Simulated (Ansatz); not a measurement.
Rows from a G0W0 calculation on LaVO4 (P2_1/c) (Ansatz 0.2.0; G0W0 on r2SCAN, plane waves, PAW; 2×2×2 mesh, 995 empty bands, screening to 120 eV), in eV. Spin-orbit coupling is left out.

```tsv
row	k	band	start	Σx	Σc at the solution	Vxc
A	(-0.500, 0.000, 0.000)	v1	6.919	-25.687	4.285	-21.180
B	(-0.500, -0.500, 0.000)	c1	10.849	-15.916	-6.073	-23.612
C	(-0.500, 0.000, 0.000)	c1	10.930	-16.231	-6.214	-24.086
D	(-0.500, -0.500, 0.000)	v1	6.711	-25.423	4.332	-20.826
E	(-0.500, 0.000, 0.000)	c2	10.962	-16.318	-6.149	-24.124
F	(-0.500, 0.000, 0.000)	v2	6.636	-25.360	4.389	-20.692
```

**Question.** Give the quasiparticle energies and the shift of each level.

The quasiparticle equation reads E = start + Σx + Σc(E) − Vxc.

```tsv
row	E (eV)	shift (eV)
A	6.697	−0.222
B	12.472	+1.623
C	12.570	+1.640
D	6.446	−0.265
E	12.619	+1.657
F	6.357	−0.279
```

The gap over the computed points goes from 3.93 eV to 5.78 eV.

Limits: not at the basis limit; f levels unsure; no spin polarisation; d states lean on the start; no spin-orbit coupling; coarse k mesh.

[Paths, hosts, dates, memory and timing lines, banners, echoed tables and standing remarks are left out of the program output.]

[Logs are printed without paths, hosts, clocks, repeated set-up lines and the standing remarks that a program may print on its own settings, such as how far it seeks lower states.]

[Runs of the session that timed out or met a known fault of the program may be left out.]

[Cells called generated may have been cut or substituted from an entry of the Crystallography Open Database or the Materials Project.]

[Hosts, paths, dates, database ids (printed as entryN), source tags and the programs' standing remarks are cut or masked in the printed files.]
